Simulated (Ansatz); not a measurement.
**Sc2C(OH)2 MXene monolayer in a perpendicular field**

Aim: how the Sc2C(OH)2 MXene monolayer screens a field along its normal, and what the field does to its bands. A positive field points along +c.

Method: plane-wave DFT, PBE-D3(BJ), Ansatz PAW (set soft_1); PAW set soft_1, in Ansatz 0.2.0.

## 1. The starting structure

The cell holds 7 atoms: 2 H, 2 O, 2 Sc and 1 C. Its edges and angles: a = 3.226 Å, b = 3.226 Å, c = 44.610 Å, α = 90.0°, β = 90.0°, γ = 120.0°. Vacuum lies along c.

## 2. Relaxing the slab

The starting cell is a guess, so the in-plane lattice and the atoms are relaxed first, with the slab cut off from its images along the normal.

The input, input.yaml:

```yaml
crystal:
  lattice:
    - [3.22608, 0.0, 0.0]
    - [-1.61304, 2.7938672346, 0.0]
    - [0.0, 0.0, 44.6096756128]
  atoms:
    - { symbol: H, position: [0.3333333333, 0.6666666667, 0.4236749033] }
    - { symbol: O, position: [0.3333333333, 0.6666666667, 0.4456432316] }
    - { symbol: Sc, position: [0.6666666667, 0.3333333333, 0.4714652662] }
    - { symbol: C, position: [0.0, 0.0, 0.5] }
    - { symbol: Sc, position: [0.3333333333, 0.6666666667, 0.5285347338] }
    - { symbol: O, position: [0.6666666667, 0.3333333333, 0.5543567684] }
    - { symbol: H, position: [0.6666666667, 0.3333333333, 0.5763250967] }
  periodic: [true, true, false]
kpoints:
  mp_grid: { grid: [12, 12, 1] }
hamiltonian:
  xc: pbe
  dispersion: d3bj
  pseudopotentials: { kind: paw, azcp: { folder: soft_1 } }
scf:
  occupations: { method: fermi_dirac, width: 0.05 }
  convergence: { dr2_threshold: 1.0e-09 }
relax:
  f_tol: 0.004
  max_steps: 90
  cell: {}
output:
  write_potential: true
  write_density: true
  volumetric_format: npy
```

Run with:

```bash
> ansatz run input.yaml --threads 2 --pin off --max-ram 3072MiB --backend cpu --events-out ev --progress --plain --runs-dir out
```

Numbers of over 12 decimals in the logs are rounded to 6 here.

The program printed:

```text
Warning: relax.cell: scf.convergence.dr2_threshold = 1e-9 eV is looser than the 2.47730440478e-10 eV advised for a relaxation that steers and ends on the stress (1e-10 eV for each atom of the cell: 7, times the square of relax.cell.stress_2d_tol = 0.05 N/m over 16.8 Å (the atoms' height at the walk's start and 5 Å past either face), 2.974e-2 GPa, over a crystal's default 0.05). What an SCF threshold leaves in a stress goes as its square root, and in the free energy as the threshold itself, and one threshold admits the most on a small cell: [figures from the program's tests cut] Set scf.convergence.dr2_threshold to 2.47730440478e-10 eV or tighter. [rest of the remark cut]
Engine: ansatz 0.2.0, x86_64-unknown-linux-gnu
Pseudopotentials: kind: paw
Pseudopotential: H, paw, valence charge 1, recommended cutoff 420 eV (normal), soft_1/H.paw.azcp
Pseudopotential: O, paw, valence charge 6, recommended cutoff 420 eV (normal), soft_1/O.paw.azcp
Pseudopotential: Sc, paw, valence charge 11, recommended cutoff 420 eV (normal), soft_1/Sc.paw.azcp
Pseudopotential: C, paw, valence charge 4, recommended cutoff 420 eV (normal), soft_1/C.paw.azcp
Functional definition: PBE
  parameter kappa = 0.804
  parameter beta = 0.066725
  exchange = pbe_x(kappa = kappa, mu = beta*pi^2/3)
  correlation = pbe_c(beta = beta)
Crystal: 7 atoms, lattice volume = 402.078 Å³
Basis set: ecut = 420 eV, 8009 PW (Γ), exchange–correlation on 48×48×600 points (8 copies of the dense FFT grid, shifted against one another)
Bands: 27, of which v1, the nominal top of the filled ones, is band 20 counted from 1 (19 counted from 0)
Symmetry: 12 space group operations
Space group: P-3m1 (ITA 164), of the structure as read, at distance tolerance 7.4e-5 Å
k-points: 19 of 144
Non-local potential: H, projectors of the file, l = 0: 2, l = 1: 1
Non-local potential: O, projectors of the file, l = 0: 2, l = 1: 2, l = 2: 1
Non-local potential: Sc, projectors of the file, l = 0: 3, l = 1: 2, l = 2: 3, l = 3: 1
Non-local potential: C, projectors of the file, l = 0: 2, l = 1: 2, l = 2: 1
PAW form: soft (Blöchl's): semilocal exchange-correlation on the pseudo side does not see the compensation charge
PAW one-centre angular grid: H, 110 points (default); XC on 64 Gauss nodes
PAW one-centre angular grid: O, 110 points (default); XC on 64 Gauss nodes
PAW one-centre angular grid: Sc, 590 points (default); XC on 64 Gauss nodes
PAW one-centre angular grid: C, 110 points (default); XC on 64 Gauss nodes
Initial density: superposition of atomic densities (neutral atoms: chi_scale 0, normalization atom)
Initial wavefunctions: pseudopotential atomic-orbital guess
Functional: x = pbe(κ = 0.804, μ = 0.219515), c = pbe(β = 0.066725)
SCF iter   1: F=—  HF=-5704.571752 eV  |F-HF|=—  |Δ(HF+E_count)|=         —  Δρ=7.01e-2  dr2=3.26e1  ethr=3.10e-3  ⟨swp⟩=10.3  Hψ=3389  notcnv=0
preconditioner: auto → Resta (q_TF=auto, 1.857 Å⁻¹)  ε∞=1.5  [insulator: Δε(μ)=3.345 eV  Ē_g=12.878 eV  σ=0.050 eV  W_gap=1.00  n_scr=26 (ndim 8)  ℏωp=9.1 eV  f_vac=0.785  D(μ)=0.00/eV (n_scr^D=0)  ε∞_Penn≈1.5  vacuum switching on, ρ_ref=1.2e-2 e/Å³]
SCF iter   2: F=—  HF=-5698.351652 eV  |F-HF|=—  |Δ(HF+E_count)|=    6.22e0  Δρ=5.31e-2  dr2=1.56e1  ethr=3.10e-3  ⟨swp⟩=7.3  Hψ=1773  notcnv=0  defer=36
preconditioner: auto → LDOS  [metal: Δε(μ)=0.111 eV  Ē_g=7.416 eV  σ=0.050 eV  W_gap=0.49  n_scr=26 (ndim 8)  ℏωp=8.3 eV  f_vac=0.796  D(μ)=3.12/eV (n_scr^D=16)  β→1.0]
SCF iter   3: F=—  HF=-5696.148063 eV  |F-HF|=—  |Δ(HF+E_count)|=    2.20e0  Δρ=8.99e-3  dr2=1.53e0  ethr=3.10e-3  ⟨swp⟩=5.8  Hψ=1662  notcnv=0  defer=16
SCF iter   4: F=—  HF=-5696.895495 eV  |F-HF|=—  |Δ(HF+E_count)|=   7.47e-1  Δρ=1.94e-2  dr2=3.00e1  ethr=3.10e-3  ⟨swp⟩=10.1  Hψ=2006  notcnv=0  defer=60  recentre
SCF iter   5: F=—  HF=-5695.822043 eV  |F-HF|=—  |Δ(HF+E_count)|=    1.07e0  Δρ=2.66e-3  dr2=3.72e-1  ethr=3.10e-3  ⟨swp⟩=7.7  Hψ=1733  notcnv=0  defer=20
SCF iter   6: F=—  HF=-5695.762590 eV  |F-HF|=—  |Δ(HF+E_count)|=   5.95e-2  Δρ=1.81e-3  dr2=1.85e-1  ethr=9.30e-4  ⟨swp⟩=6.2  Hψ=1203  notcnv=0  defer=42
SCF iter   7: F=—  HF=-5695.743051 eV  |F-HF|=—  |Δ(HF+E_count)|=   1.95e-2  Δρ=1.19e-3  dr2=1.08e-1  ethr=4.64e-4  ⟨swp⟩=4.6  Hψ=807  notcnv=0  defer=44
SCF iter   8: F=—  HF=-5695.720310 eV  |F-HF|=—  |Δ(HF+E_count)|=   2.27e-2  Δρ=4.74e-4  dr2=1.47e-2  ethr=2.69e-4  ⟨swp⟩=5.4  Hψ=1025  notcnv=0  defer=47
SCF iter   9: F=—  HF=-5695.717333 eV  |F-HF|=—  |Δ(HF+E_count)|=   2.98e-3  Δρ=3.58e-4  dr2=3.05e-3  ethr=3.67e-5  ⟨swp⟩=4.7  Hψ=1106  notcnv=0  defer=51
SCF iter  10: F=—  HF=-5695.717028 eV  |F-HF|=—  |Δ(HF+E_count)|=   3.05e-4  Δρ=8.96e-5  dr2=5.55e-4  ethr=7.62e-6  ⟨swp⟩=3.9  Hψ=845  notcnv=0  defer=33
SCF iter  11: F=—  HF=-5695.716975 eV  |F-HF|=—  |Δ(HF+E_count)|=   5.29e-5  Δρ=1.86e-5  dr2=2.10e-5  ethr=1.39e-6  ⟨swp⟩=3.5  Hψ=724  notcnv=0  defer=29
SCF iter  12: F=—  HF=-5695.717058 eV  |F-HF|=—  |Δ(HF+E_count)|=   8.30e-5  Δρ=1.73e-5  dr2=1.32e-5  ethr=5.25e-8  ⟨swp⟩=3.5  Hψ=909  notcnv=0  defer=40
SCF iter  13: F=—  HF=-5695.717054 eV  |F-HF|=—  |Δ(HF+E_count)|=   4.07e-6  Δρ=7.20e-6  dr2=2.79e-7  ethr=3.30e-8  ⟨swp⟩=2.7  Hψ=725  notcnv=0  defer=27
SCF iter  14: F=—  HF=-5695.716941 eV  |F-HF|=—  |Δ(HF+E_count)|=   1.13e-4  Δρ=1.47e-6  dr2=2.79e-8  ethr=6.97e-10  ⟨swp⟩=3.5  Hψ=1017  notcnv=0  defer=27
SCF iter  15: F=—  HF=-5695.716941 eV  |F-HF|=—  |Δ(HF+E_count)|=   9.98e-9  Δρ=9.67e-7  dr2=1.07e-8  ethr=6.97e-11  ⟨swp⟩=2.5  Hψ=872  notcnv=0  defer=27
SCF iter  16: F=-5695.716941 eV  HF=-5695.716941 eV  |F-HF|=1.31e-10  |Δ(HF+E_count)|=   1.33e-9  Δρ=1.11e-7  dr2=6.73e-11  ethr=2.50e-12  ⟨swp⟩=8.9  Hψ=3559  notcnv=0
SCF 1 converged in 16 iterations: F = -5695.716941 eV  dr2 = 6.73e-11
  greatest PAW one-centre occupation: 0.998 electrons in one spin orbital (limit 2), on the Sc atom at site 4 (counted from 0), in its partial waves of l = 0
relax step   1: F+E_penalty+E_count = -5695.71694099 eV  Δ(F+E_penalty+E_count) = +0.000e0 eV  max|allowed force component| = 1.400e0 eV/Å  Δτ_max = 0.0000 Å  P = +5.523 N/m  Ω = 402.078 Å³  fix = [c, alpha, beta]  reactions: c +0.000 N/m  (16 SCF iters, accepted)
Crystal: 7 atoms, lattice volume = 409.875 Å³
Basis set: ecut = 420 eV, 8177 PW (Γ), exchange–correlation on 48×48×600 points (8 copies of the dense FFT grid, shifted against one another)
Initial density: handed on by an earlier stage of this run
Initial wavefunctions: those handed on with the density
iter 1 solved again at ethr=7.21e-4 eV; its pass at ethr=3.10e-3 eV (dr2=2.89e-1 eV) is discarded
[...]
relax step   6: F+E_penalty+E_count = -5695.84301955 eV  Δ(F+E_penalty+E_count) = -1.034e-4 eV  max|allowed force component| = 4.138e-3 eV/Å  Δτ_max = 0.0022 Å  P = -0.026 N/m  Ω = 414.697 Å³  energy of the carried Pulay correction = -4.479e-3 eV  fix = [c, alpha, beta]  reactions: c -0.000 N/m  (8 SCF iters, accepted)
[...]
relax step   7: F+E_penalty+E_count = -5695.84303653 eV  Δ(F+E_penalty+E_count) = -1.698e-5 eV  max|allowed force component| = 4.206e-4 eV/Å  Δτ_max = 0.0009 Å  P = -0.002 N/m  Ω = 414.668 Å³  energy of the carried Pulay correction = -4.469e-3 eV  fix = [c, alpha, beta]  reactions: c -0.000 N/m  (7 SCF iters, accepted)
[...]
relax step   8: F+E_penalty+E_count = -5695.84849686 eV  Δ(F+E_penalty+E_count) = -5.460e-3 eV  max|allowed force component| = 1.491e-3 eV/Å  Δτ_max = 0.0000 Å  P = +0.116 N/m  Ω = 414.668 Å³  fix = [c, alpha, beta]  reactions: c +0.000 N/m  stress off target by 1.16e-1 N/m on what of the cell is left free  SCF on the basis re-selected at this cell (its energy is not comparable with the rows above)  (8 SCF iters)
[...]
relax step   9: F+E_penalty+E_count = -5695.84839516 eV  Δ(F+E_penalty+E_count) = +1.017e-4 eV  max|allowed force component| = 3.398e-3 eV/Å  Δτ_max = 0.0008 Å  P = +0.016 N/m  Ω = 415.053 Å³  energy of the carried Pulay correction = -1.361e-4 eV  fix = [c, alpha, beta]  reactions: c +0.000 N/m  (7 SCF iters, accepted)
iter 1 solved again at ethr=9.16e-8 eV; its pass at ethr=3.10e-3 eV (dr2=3.66e-5 eV) is discarded
SCF iter   1: F=—  HF=-5695.848568 eV  |F-HF|=—  |Δ(HF+E_count)|=         —  Δρ=7.04e-6  dr2=1.15e-8  ethr=9.16e-8  ⟨swp⟩=5.5  Hψ=5056  notcnv=0
eigensolver tolerance schedule: the retry pair's looser diagonalisation over-reported the residual by 3186.16 of it (diagonalisation noise at 0.10 of the residual, at the tolerance the schedule requests for it); recorded, not acted on — ethr = c·dr2/N_el stays at c = 1.0e-1
preconditioner: auto → Resta (q_TF=auto, 1.847 Å⁻¹)  ε∞=2.1  [insulator: Δε(μ)=0.403 eV  Ē_g=7.678 eV  σ=0.050 eV  W_gap=0.96  n_scr=26 (ndim 8)  ℏωp=8.2 eV  f_vac=0.804  D(μ)=0.02/eV (n_scr^D=0)  ε∞_Penn≈2.1  vacuum switching on, ρ_ref=4.3e-3 e/Å³]
SCF iter   2: F=—  HF=-5695.848477 eV  |F-HF|=—  |Δ(HF+E_count)|=   9.16e-5  Δρ=3.55e-6  dr2=3.11e-9  ethr=2.87e-11  ⟨swp⟩=4.7  Hψ=1488  notcnv=0
iter 3 met the thresholds in force, and the SCF goes on: an eigenvalue changes by 39.64 meV, over its tolerance of 1.20 meV (output.eigenvalues, Limitations)
SCF iter   3: F=-5695.848521 eV  HF=-5695.848507 eV  |F-HF|=1.40e-5  |Δ(HF+E_count)|=   2.97e-5  Δρ=1.54e-6  dr2=7.59e-10  ethr=2.50e-12  ⟨swp⟩=20.4  Hψ=4412  notcnv=0
iter 4 met the thresholds in force, and the SCF goes on: an eigenvalue changes by 14.58 meV, over its tolerance of 1.09 meV (output.eigenvalues, Limitations)
SCF iter   4: F=-5695.848521 eV  HF=-5695.848519 eV  |F-HF|=1.42e-6  |Δ(HF+E_count)|=   1.26e-5  Δρ=4.34e-7  dr2=3.97e-10  ethr=1.90e-12  ⟨swp⟩=12.8  Hψ=3600  notcnv=0
Mixer restart at iter 4: flushing history
SCF iter   5: F=-5695.848521 eV  HF=-5695.848521 eV  |F-HF|=2.35e-9  |Δ(HF+E_count)|=   1.42e-6  Δρ=7.89e-7  dr2=2.69e-9  ethr=1.00e-12  ⟨swp⟩=3.7  Hψ=1088  notcnv=0  κ⁻¹=1.0e0(r=1)
SCF iter   6: F=-5695.848521 eV  HF=-5695.848521 eV  |F-HF|=4.46e-11  |Δ(HF+E_count)|=  5.58e-10  Δρ=1.06e-7  dr2=8.99e-11  ethr=1.00e-12  ⟨swp⟩=9.8  Hψ=3442  notcnv=0
SCF 10 converged in 6 iterations: F = -5695.848521 eV  dr2 = 8.99e-11
relax step  10: F+E_penalty+E_count = -5695.84852055 eV  Δ(F+E_penalty+E_count) = -1.254e-4 eV  max|allowed force component| = 3.405e-3 eV/Å  Δτ_max = 0.0000 Å  P = +0.017 N/m  Ω = 415.053 Å³  fix = [c, alpha, beta]  reactions: c +0.000 N/m  stress off target by 1.71e-2 N/m on what of the cell is left free  SCF on the basis re-selected at this cell (its energy is not comparable with the rows above)  (6 SCF iters)
basis re-selected at this cell: Δ(F+E_penalty+E_count) = -1.254e-4 eV, ΔP = +0.001 N/m vs the last step (what re-selecting the basis moved, of the pressure what is left beyond the Pulay correction that the steps carried, after the strain that the cell walked since its last selection, with what the two solves' SCF thresholds leave and, on support functions, any second-order correction that the steps lacked; it is no m [...]
WARN: The output density's exchange-correlation potential varies sharply where the density is thin. Do not read a vacuum level from v_tot or v_xc, or from such a field of the output density. On a cell that repeats whose density bears no net charge and no dipole along the vacuum's axis use v_es (v_loc + v_h of the components); under efield.dipole_correction with no amplitude use v_es + v_field, which holds any externa [...]
SCF converged after 6 iterations
an eigenvalue changed by more than its tolerance at an iteration that met the thresholds in force, so the SCF went on 2 times, its first undamped step at iteration 4: the last check found none over its tolerance
Free energy (F): -5695.848521 eV
Harris-Foulkes:  -5695.848521 eV  (|F-HF|=4.46e-11)
Internal energy: -5695.848190 eV  (E = F + TS)
E sigma→0 (E₀):  -5695.848356 eV
Entropy (-TS):   -0.000330 eV (-0.047 meV/atom)
Fermi energy:    -1.301450 eV
--- Per-component energies (eV) ---
  E_band       = -756.020356
  E_kinetic    = 868.806498
  E_local      = -142373.081958  (includes V_loc(G=0)·N_el)
  E_nonlocal   = 411.690602
  E_hartree    = 70626.841091
  E_xc         = -382.056193
  E_vxc        = -477.733702  (∫ρ·V_xc dr)
  E_paw        = -2406.885302  (= ΣΔE_a)
  E_vpaw       = -439.383003  (= ΣTr[D̂ρ^β])
  E_aug_tail   = -0.000443  (compensation charges beyond the density's cutoff)
  E_ewald      = 67559.881558
  E_disp       = -1.044043  (pairwise vdW)
  E_smearing   = -0.000330  (= −TS)
  E_closure    = -0.000000  (closes the sum)
  Σ components = -5695.848521   (vs F -5695.848521, Δ=0.00e0)
--- Forces (eV/Å), atoms counted from 1 ---
  atom   1  H     -0.00000000     0.00000000     0.00085301
  atom   2  O     -0.00000000     0.00000000    -0.00280532
  atom   3  Sc     0.00000000    -0.00000000     0.00340541
  atom   4  C     -0.00000000    -0.00000000     0.00000000
  atom   5  Sc     0.00000000     0.00000000    -0.00340541
  atom   6  O      0.00000000    -0.00000000     0.00280532
  atom   7  H      0.00000000    -0.00000000    -0.00085301
  max |Σ_I F_I| component: 9.54e-18 eV/Å
--- 2D stress c σ (N/m, compression-positive) ---
        0.017084       0.000000      -0.000000
        0.000000       0.017084       0.000000
       -0.000000       0.000000       0.000000
  P = ½ c Tr σ = 0.0171 N/m
--- Band table (eV; the first three rows and the last of 19) ---
  k-point 0: bands = [... 16 lower, -5.4898, -3.4076, -1.5309, -1.5309, -1.1270, -0.9856, 0.0725, 0.0837, ... 3 higher]
  k-point 1: bands = [... 16 lower, -5.5005, -3.2866, -1.8465, -1.5930, -0.9615, -0.8969, 0.2033, 0.2089, ... 3 higher]
  k-point 2: bands = [... 16 lower, -5.5316, -3.0449, -2.4442, -1.7255, -0.6243, -0.5882, 0.4808, 0.5876, ... 3 higher]
  k-point 18: bands = [... 16 lower, -6.2059, -3.3924, -3.3924, -2.5465, 1.4883, 1.8006, 1.8006, 2.6135, ... 3 higher]
  the weakly bound empty levels are not read free of the cell's end (no_gap_told)
--- Relaxed structure (8 steps of the walk, 7 accepted, 2 SCFs on fresh bases) ---
  F+E_penalty+E_count = -5695.84852055 eV   max|allowed force component| = 3.405e-3 eV/Å   (the final SCF, on the basis selected at the relaxed cell)
  cell:  # Å, volume = 415.0534 Å³
    - [3.277722, 0, 0]
    - [-1.638861, 2.838591, 0]
    - [0, 0, 44.6096756128]
  atoms:
    - { symbol: H, position: [0.333333, 0.666667, 0.422338] }
    - { symbol: O, position: [0.333333, 0.666667, 0.444018] }
    - { symbol: Sc, position: [0.666667, 0.333333, 0.471734] }
    - { symbol: C, position: [0, 0, 0.5] }
    - { symbol: Sc, position: [0.333333, 0.666667, 0.528266] }
    - { symbol: O, position: [0.666667, 0.333333, 0.555982] }
    - { symbol: H, position: [0.666667, 0.333333, 0.577662] }
```

Wall time 52 s (2 threads of Intel Xeon 6975P-C (Granite Rapids), shared host); peak memory 0.79 GiB.

Relaxation path:

```csv
step,energy less that of the first step (eV),largest force component (eV/Å),volume (Å³)
1,0.0000,1.4004,402.08
2,-0.1184,0.4212,409.88
3,-0.1203,0.2567,416.63
4,-0.1260,0.0416,414.75
5,-0.1256,0.1557,414.70
6,-0.1261,0.0041,414.70
7,-0.1261,0.0004,414.67
8*,-0.1316,0.0015,414.67
9,-0.1315,0.0034,415.05
10*,-0.1316,0.0034,415.05
```

Relaxation steps marked * repeat the geometry before them on a plane-wave basis chosen anew for their cell, so energy and pressure can jump there. Relaxation step 5 was tried and not accepted.

Forces are held to the 12 operations that the run works with; a distortion that breaks them can't arise in this run.

```csv
cell as run,before,after,change
a (Å),3.226,3.278,+1.6 %
b (Å),3.226,3.278,+1.6 %
```

The atoms that moved most (Å, along periodic axes as changes of fractional coordinates times the final cell, across vacuum about the mean position):

```csv
atom,dx,dy,dz,length
O6,0.000,0.000,0.073,0.073
O2,0.000,0.000,-0.073,0.073
H7,0.000,0.000,0.060,0.060
H1,0.000,0.000,-0.060,0.060
Sc3,0.000,0.000,0.012,0.012
Sc5,0.000,0.000,-0.012,0.012
```

Numbers from this step:

| Quantity | Value |
| --- | --- |
| energy at zero smearing | -5695.8484 eV |

The lattice constant a goes from 3.226 to 3.278 Å.

(Continued in part 2 of 2.)

[Logs are printed without paths, hosts, clocks, repeated set-up lines and the standing remarks that a program may print on its own settings, such as how far it seeks lower states.]

[Hosts, paths, dates, database ids (printed as entryN), source tags and the programs' standing remarks are cut or masked in the printed files.]

[Maps of the electrostatic potential energy from Ansatz leave out the sawtooth potential of an applied field or a dipole correction, so their vacuum need not be flat; planar profiles and work functions include it.]
